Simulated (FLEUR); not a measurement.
# Anisotropy of free Fe(110) film, 3 layers with FLEUR

One state of free Fe(110) film, 3 layers is converged without symmetry. Force theorems then give its anisotropy.

Program: FLEUR MaX-R8.1. Level of theory: PBE; all-electron FLAPW film, Dirac cores, scalar-relativistic bands. Results are calculated unless marked as measured.

**1. The starting structure**

The cell holds 3 atoms: 3 Fe. Cell: a = 2.482 Å, b = 2.482 Å, c = 18.053 Å, α = 90.0°, β = 90.0°, γ = 109.5°. Layers at typed spacings, unrelaxed. Vacuum lies along c.

Structure file:

```xyz
3
Lattice="1.4330 -2.0266 0.0000 1.4330 2.0266 0.0000 0.0000 0.0000 18.0532" Properties=species:S:1:pos:R:3
Fe    0.0000    0.0000    7.0000
Fe    1.4330    0.0000    9.0266
Fe    0.0000    0.0000   11.0532
```

**2. Reference state**

The force theorems are single passes in this state's potential, so it has to be converged first.

No symmetry is used, so that later steps may turn the spins freely; k and −k are joined. FLEUR takes the sheet as a true film: the images along c are dropped, heights are typed in bohr, and the vacuum on both sides is semi-infinite. inpgen writes inp.xml from crystal.txt; cutoffs, mixing, functional, smearing and local orbitals are then set in the file. The k list scf (kpts.xml, not shown) is a Γ-centred 14×14×1 mesh; where the ranks do not divide the number of points, some are split in two of half the weight.

The input, inp.xml:

```
<?xml version="1.0" encoding="UTF-8" standalone="no"?>
<fleurInput fleurInputVersion="0.39">
   <comment>
      Fe
   </comment>
   <calculationSetup>
      <cutoffs Kmax="3.68" Gmax="11.0" GmaxXC="11.0" numbands="0"/>
      <scfLoop itmax="150" minDistance="0.00002" maxIterBroyd="15" imix="Anderson" alpha="0.03" precondParam="0.0" spinf="2.0" sdNocoIR="T"/>
      <coreElectrons ctail="F" frcor="F" kcrel="0" coretail_lmax="0"/>
      <xcFunctional name="pbe" relativisticCorrections="F"/>
      <magnetism jspins="2" l_noco="F" l_ss="F">
         <qss>0.0 0.0 0.0</qss>
         <mtNocoParams l_mperp="F" l_mtNocoPot="F" l_relaxSQA="F" mag_mixing_scheme="0" mix_RelaxWeightOffD="1.0" l_constrained="F" mix_constr="1.0"/>
         <sourceFreeMag l_sourceFree="F" l_scaleMag="F" mag_scale="1.0"/>
      </magnetism>
      <soc l_soc="F" theta="0.0" phi="0.0" spav="F"/>
      <expertModes spex="0" secvar="F"/>
      <geometryOptimization l_f="F" forcealpha="1.0" forcemix="BFGS" epsdisp="0.00001" epsforce="0.00001"/>
      <ldaU l_linMix="F" mixParam="0.05" spinf="1.0"/>
   </calculationSetup>
   <cell>
      <bzIntegration valenceElectrons="48.0" mode="hist" fermiSmearingEnergy="0.00183747">
         <kPointListSelection listName="scf"/>
         <xi:include xmlns:xi="http://www.w3.org/2001/XInclude" href="kpts.xml"> </xi:include>
      </bzIntegration>
      <xi:include xmlns:xi="http://www.w3.org/2001/XInclude" href="sym.xml"> </xi:include>
      <filmLattice scale="1.0" dVac="12.92" dTilda="15.42">
         <bravaisMatrixFilm>
            <row-1>    2.7079775365518000    -3.8296584928783730</row-1>
            <row-2>    2.7079775365518000     3.8296584928783730</row-2>
         </bravaisMatrixFilm>
         <vacuumEnergyParameters vacuum="1" spinUp="-.25" spinDown="-.25"/>
         <vacuumEnergyParameters vacuum="2" spinUp="-.25" spinDown="-.25"/>
      </filmLattice>
   </cell>
   <atomSpecies>
      <species name="Iron (Fe) 2.800" element="Fe" atomicNumber="26">
         <mtSphere radius="2.23" gridPoints="737" logIncrement="0.016"/>
         <atomicCutoffs lmax="8" lnonsphr="6"/>
         <electronConfig flipSpins="F">
            <coreConfig>(1s1/2) (2s1/2) (2p1/2) (2p3/2)</coreConfig>
            <valenceConfig>(3s1/2) (3p1/2) (3p3/2) (4s1/2) (3d3/2) (3d5/2)</valenceConfig>
            <stateOccupation state="(3d3/2)" spinUp="1.4" spinDown="1.0"/>
            <stateOccupation state="(3d5/2)" spinUp="3.0" spinDown="0.6"/>
         </electronConfig>
         <energyParameters s="4" p="4" d="3" f="4"/>
         <lo type="SCLO" l="0" n="3" eDeriv="0"/>
         <lo type="SCLO" l="1" n="3" eDeriv="0"/>
      </species>
   </atomSpecies>
   <atomGroups>
      <atomGroup species="Iron (Fe) 2.800">
         <filmPos label="                   1">.0000000000 .0000000000 -3.8297153215</filmPos>
         <force calculate="T" relaxXYZ="TTT"/>
         <nocoParams  alpha="0.0" beta="0.0"/>
      </atomGroup>
      <atomGroup species="Iron (Fe) 2.800">
         <filmPos label="                   2">1.000/2.000 1.000/2.000 .0000000000</filmPos>
         <force calculate="T" relaxXYZ="TTT"/>
         <nocoParams  alpha="0.0" beta="0.0"/>
      </atomGroup>
      <atomGroup species="Iron (Fe) 2.800">
         <filmPos label="                   3">.0000000000 .0000000000 3.8297153215</filmPos>
         <force calculate="T" relaxXYZ="TTT"/>
         <nocoParams  alpha="0.0" beta="0.0"/>
      </atomGroup>
   </atomGroups>
   <output dos="F" band="F" slice="F">
      <bandDOS minEnergy="-.5*Htr" maxEnergy="0.5*Htr" sigma="0.015" storeEVData="T"/>
      <plotting iplot="0" polar="F">
         <plot TwoD="T" vec1="  1.0  0.0  0.0" vec2="  0.0  1.0  0.0" vec3="  0.0  0.0  1.0" zero="  0.0  0.0 -0.5" file="plot"/>
      </plotting>
      <moessbauerParams electricFieldGradient="F" isomerShift="F" coreHyperfine="F" valenceHyperfine="F"/>
   </output>
</fleurInput>
```

The input, crystal.txt:

```
Fe
&input film=T cartesian=F /
1.43300000000  -2.02656800000  0.00000000000
1.43300000000  2.02656800000  0.00000000000
0.00000000000  0.00000000000  1.00000000000
1.8897261246
1.0 1.0 1.0

3
26 0.00000000000  0.00000000000  -3.82971532153 : 2.800
26 0.50000000000  0.50000000000  0.00000000000 : 2.800
26 0.00000000000  0.00000000000  3.82971532153 : 2.800

&kpt div1=14 div2=14 div3=1 gamma=T /
```

Started as:

```sh
$ OMP_NUM_THREADS=1 inpgen -f crystal.txt -nosym -noco > inpgen.log  # inp.xml is then edited as shown
$ OMP_NUM_THREADS=1 mpirun -n 4 fleur_MPI > fleur.log
```

What it wrote:

```text
Welcome to FLEUR        (www.flapw.de)
      MaX-Release 8.1          (www.max-centre.eu)

 ========== k-point set info ==========
 Selected k-point list: scf
 k-point list type: mesh
 0 x 0 x 0
 Number of k points: 100

 ------------Calculation Setup---------------------------
 Number of MPI-tasks      :            4
 Number of PE/node        :            4
 Number of OMP-threads    :            1
 k-points in parallel     :            4
 pe's per k-point         :            1
 No of k-point loops      :           25
 Eigenvalue solver        :       lapack
 Number of basis functions:          303
 Approximate size of matrices (H+S) per k-point:         0.003 GB
 --------------------------------------------------------
 Iteration:     1   Distance:      25.87903980 me/bohr^3
 Iteration:     2   Distance:      11.13155991 me/bohr^3
 Iteration:     3   Distance:      11.92342194 me/bohr^3
 Iteration:     4   Distance:       9.63974168 me/bohr^3
 Iteration:     5   Distance:       6.57223575 me/bohr^3
 Iteration:     6   Distance:       5.76038114 me/bohr^3
 Iteration:     7   Distance:       4.41816201 me/bohr^3
 Iteration:     8   Distance:       4.09590183 me/bohr^3
 Iteration:     9   Distance:       2.13819336 me/bohr^3
 Iteration:    10   Distance:       1.37273130 me/bohr^3
[... 16 iterations left out ...]
 Iteration:    27   Distance:       0.00067152 me/bohr^3
 Iteration:    28   Distance:       0.00021836 me/bohr^3
 Iteration:    29   Distance:       0.00017758 me/bohr^3
 Iteration:    30   Distance:       0.00019069 me/bohr^3
 Iteration:    31   Distance:       0.00017366 me/bohr^3
 Iteration:    32   Distance:       0.00017042 me/bohr^3
 Iteration:    33   Distance:       0.00009226 me/bohr^3
 Iteration:    34   Distance:       0.00004401 me/bohr^3
 Iteration:    35   Distance:       0.00002122 me/bohr^3
 Iteration:    36   Distance:       0.00001534 me/bohr^3

 ********************************************************************
 Run finished successfully
 Stop message:
   all done
 ********************************************************************

--- out.xml (last complete iteration) ---
<iteration numberForCurrentRun="   36" overallNumber="   36">
         [... left out ...]
         <bandgap value="0.0032969824" units="eV"/>
         <sumValenceSingleParticleEnergies value="-64.2329881023" units="Htr"/>
         <FermiEnergy value="-0.1751830978" units="Htr"/>
         <valenceDensity>
            <mtCharges spin="1">
               <mtCharge atomType="1" total="8.6569208" s="1.1752867" p="3.1121710" d="4.3585044" f="0.0083667"/>
               <mtCharge atomType="2" total="8.6218888" s="1.1693368" p="3.1388901" d="4.2987396" f="0.0114612"/>
               <mtCharge atomType="3" total="8.6569210" s="1.1752867" p="3.1121710" d="4.3585046" f="0.0083667"/>
            </mtCharges>
            <mtCharges spin="2">
               <mtCharge atomType="1" total="5.9435080" s="1.1721494" p="3.1200392" d="1.6440774" f="0.0058326"/>
               <mtCharge atomType="2" total="6.0847897" s="1.1768985" p="3.1739982" d="1.7238273" f="0.0082437"/>
               <mtCharge atomType="3" total="5.9435086" s="1.1721494" p="3.1200392" d="1.6440780" f="0.0058326"/>
            </mtCharges>
            <spinDependentCharge spin="1" total="27.9733125" interstitial="1.9054655" mtSpheres="25.9357307" vacuum1="0.0660582" vacuum2="0.0660582"/>
            <spinDependentCharge spin="2" total="20.0266877" interstitial="1.9448899" mtSpheres="17.9718064" vacuum1="0.0549957" vacuum2="0.0549957"/>
            <totalCharge value="48.0000002199"/>
         </valenceDensity>
         [... left out ...]
         <allElectronCharges>
            <spinDependentCharge spin="1" total="42.9733125" interstitial="1.9054655" mtSpheres="40.9357307" vacuum1="0.0660582" vacuum2="0.0660582"/>
            <spinDependentCharge spin="2" total="35.0266877" interstitial="1.9448899" mtSpheres="32.9718064" vacuum1="0.0549957" vacuum2="0.0549957"/>
            <totalCharge value="78.0000002208"/>
         </allElectronCharges>
         <magneticMomentsInMTSpheres units="muBohr">
            <globalMagMoment atomType="1" vec="0.00000   0.00000   2.71341"/>
            <localMagMoment atomType="1" vec="0.00000   0.00000   2.71341"/>
            <globalMagMoment atomType="2" vec="0.00000   0.00000   2.53710"/>
            <localMagMoment atomType="2" vec="0.00000   0.00000   2.53710"/>
            <globalMagMoment atomType="3" vec="0.00000   0.00000   2.71341"/>
            <localMagMoment atomType="3" vec="0.00000   0.00000   2.71341"/>
         </magneticMomentsInMTSpheres>
         <moessbauerParams unitsHFF="kG" unitsIS="e/bohr^3" unitsEFG="Htr/bohr^2">
         </moessbauerParams>
         <totalEnergy value="    -3818.3424672507" units="Htr">
            <sumOfEigenvalues value="    -2246.9468433048">
               <coreElectrons value="-2182.7138552025"/>
               <valenceElectrons value="-64.2329881023"/>
            </sumOfEigenvalues>
            <densityCoulombPotentialIntegral value="-5899.7388340239"/>
            <densityEffectivePotentialIntegral value="-6117.5508263040"/>
            <chargeDenXCDenIntegral value="-167.8059408725"/>
            <FockExchangeEnergyValence value="0.0000000000"/>
            <FockExchangeEnergyCore value="0.0000000000"/>
            <atomTypeDependentContributions atomType="1">
               <electronNucleiInteractionDifferentMTs value="1518.4040887083"/>
               <MadelungTerm value="-5.3392131589"/>
            </atomTypeDependentContributions>
            <atomTypeDependentContributions atomType="2">
               <electronNucleiInteractionDifferentMTs value="1519.0527029745"/>
               <MadelungTerm value="-4.7317864139"/>
            </atomTypeDependentContributions>
            <atomTypeDependentContributions atomType="3">
               <electronNucleiInteractionDifferentMTs value="1518.4040877353"/>
               <MadelungTerm value="-5.3392133746"/>
            </atomTypeDependentContributions>
            <tkbTimesEntropy value="0.0008838983"/>
            <freeEnergy value="-3818.3433511490"/>
            <extrapolationTo0K value="-3818.3429091998"/>
         </totalEnergy>
         <densityConvergence units="me/bohr^3">
            <chargeDensity spin="1" distance="0.0000076992"/>
            <chargeDensity spin="2" distance="0.0000110826"/>
            <overallChargeDensity distance="0.0000153434"/>
            <spinDensity distance="0.0000113483"/>
         </densityConvergence>
      </iteration>
```

Run time: 2.4 min. Hardware: 4 MPI ranks of Arm Neoverse V2, shared host; peak memory 0.77 GiB.

Spin moment in the muffin-tin sphere by atom:

```tsv
atom	spin moment in the muffin-tin sphere (μB)
Fe1	2.71
Fe2	2.54
Fe3	2.71
```

Read from the output:

```yaml
free_energy: -103902.4157 eV
program_s_band_gap_on_this_mesh_in_a_metal_only_a_level_spacing: 0.003297 eV
magnetization: 7.947 μB
final_state: ferromagnetic
```

After 36 cycles the largest moment stands at 2.71 μB.

**3. Anisotropy by the force theorem, rung 1**

Anisotropy is a small difference, so it is taken from sums over occupied states at a frozen potential, where most errors cancel.

One pass with spin–orbit coupling for each direction, from the saved density. Inversion lets half of the mesh serve, which the program's warning doesn't know. The k list mae (kpts.xml, not shown) is a Γ-centred 21×21×1 mesh.

inp.xml: that of step 2 with these lines changed.

```diff
@@ -6,4 +6,4 @@
    <calculationSetup>
-      <cutoffs Kmax="3.68" Gmax="11.0" GmaxXC="11.0" numbands="0"/>
-      <scfLoop itmax="150" minDistance="0.00002" maxIterBroyd="15" imix="Anderson" alpha="0.03" precondParam="0.0" spinf="2.0" sdNocoIR="T"/>
+      <cutoffs Kmax="3.68" Gmax="11.0" GmaxXC="11.0" numbands="96"/>
+      <scfLoop itmax="1" minDistance="0.00002" maxIterBroyd="15" imix="Anderson" alpha="0.03" precondParam="0.0" spinf="2.0" sdNocoIR="T"/>
       <coreElectrons ctail="F" frcor="F" kcrel="0" coretail_lmax="0"/>
@@ -15,3 +15,3 @@
       </magnetism>
-      <soc l_soc="F" theta="0.0" phi="0.0" spav="F"/>
+      <soc l_soc="T" theta="0.0" phi="0.0" spav="F"/>
       <expertModes spex="0" secvar="F"/>
@@ -22,3 +22,3 @@
       <bzIntegration valenceElectrons="48.0" mode="hist" fermiSmearingEnergy="0.00183747">
-         <kPointListSelection listName="scf"/>
+         <kPointListSelection listName="mae"/>
          <xi:include xmlns:xi="http://www.w3.org/2001/XInclude" href="kpts.xml"> </xi:include>
@@ -74,2 +74,5 @@
    </output>
+   <forceTheorem>
+      <MAE theta="0.0 1.5707963 1.5707963" phi="0.0 0.0 1.5707963"/>
+   </forceTheorem>
 </fleurInput>
```

Started as:

```sh
$ OMP_NUM_THREADS=1 mpirun -n 4 fleur_MPI -warn_only > fleur.log
```

What it wrote:

```text
[banner, memory and clock lines left out]
Welcome to FLEUR        (www.flapw.de)
      MaX-Release 8.1          (www.max-centre.eu)
************FLEUR-Warning*****************
Error message: k-point set is not compatible to missing time-reversal symmetry in calculation.
Error occurred in subroutine: gen_bz
Error from PE:0/4
Other PEs with error messages:
     2-k-point set is not compatible to missing time-reversal symmetry in calculation.
     3-k-point set is not compatible to missing time-reversal symmetry in calculation.
*****************************************

 ========== k-point set info ==========
 Selected k-point list: mae
 k-point list type: mesh
 0 x 0 x 0
 Number of k points: 224

************FLEUR-Warning*****************
Error message: k-point set is not compatible to missing time-reversal symmetry in calculation.
Error occurred in subroutine: gen_bz
Error from PE:2/4
Other PEs with error messages:
     3-k-point set is not compatible to missing time-reversal symmetry in calculation.
*****************************************
 [... set-up left out ...]
 ********************************************************************
 Run finished successfully
 Stop message:
   Forcetheorem MAE
 ********************************************************************

--- out.xml (force theorem) ---
<Forcetheorem_MAE Angles="3" units="Htr">
            <Angle theta="0.0000000" phi="0.0000000" ev-sum="-64.234372129"/>
            <Angle theta="1.5707963" phi="0.0000000" ev-sum="-64.234357632"/>
            <Angle theta="1.5707963" phi="1.5707963" ev-sum="-64.234361111"/>
         </Forcetheorem_MAE>
```

Wall time 34 s (4 MPI ranks); peak memory 0.77 GiB; 2.3 min of CPU time.

Anisotropy energies, by row:

```tsv
axis	x	y	z	band energy less the first axis' (meV a cell)
z	0	0	1	0
x	1	0	0	0.3945
y	0	1	0	0.2998
```

Shape anisotropy is not in these numbers.

**4. Anisotropy by the force theorem, rung 2**

A second rung shows how far the first can be trusted.

The k list mae (kpts.xml, not shown) is a Γ-centred 32×32×1 mesh.

inp.xml is that of step 3.

What it wrote:

```text
[banner, memory and clock lines left out]
Welcome to FLEUR        (www.flapw.de)
      MaX-Release 8.1          (www.max-centre.eu)
************FLEUR-Warning*****************
Error message: k-point set is not compatible to missing time-reversal symmetry in calculation.
Error occurred in subroutine: gen_bz
Error from PE:0/4
Other PEs with error messages:
     1-k-point set is not compatible to missing time-reversal symmetry in calculation.
     2-k-point set is not compatible to missing time-reversal symmetry in calculation.
[...]
3-k-point set is not compatible to missing time-reversal symmetry in calculation.
*****************************************
 [... set-up left out ...]
 ********************************************************************
 Run finished successfully
 Stop message:
   Forcetheorem MAE
 ********************************************************************

--- out.xml (force theorem) ---
<Forcetheorem_MAE Angles="3" units="Htr">
            <Angle theta="0.0000000" phi="0.0000000" ev-sum="-64.234391844"/>
            <Angle theta="1.5707963" phi="0.0000000" ev-sum="-64.234374252"/>
            <Angle theta="1.5707963" phi="1.5707963" ev-sum="-64.234377843"/>
         </Forcetheorem_MAE>
```

The job ended after 76 s (4 MPI ranks; peak memory 1.3 GiB; 5 min of CPU time).

Anisotropy energies, by row:

```tsv
axis	x	y	z	band energy less the first axis' (meV a cell)
z	0	0	1	0
x	1	0	0	0.4787
y	0	1	0	0.381
```

(Continued in part 2 of 2.)

[Logs and program files are shortened in this print: banners, set-up blocks, solver, clock and traceback lines can be left out without a mark of their own.]

[Logs are printed without paths, hosts, clocks, repeated set-up lines and the standing remarks that a program may print on its own settings, such as how far it seeks lower states.]

[Hosts, paths, dates, database ids (printed as entryN), source tags and the programs' standing remarks are cut or masked in the printed files.]

[Where a cell is said to come from a database of computed structures, the database is the Materials Project.]
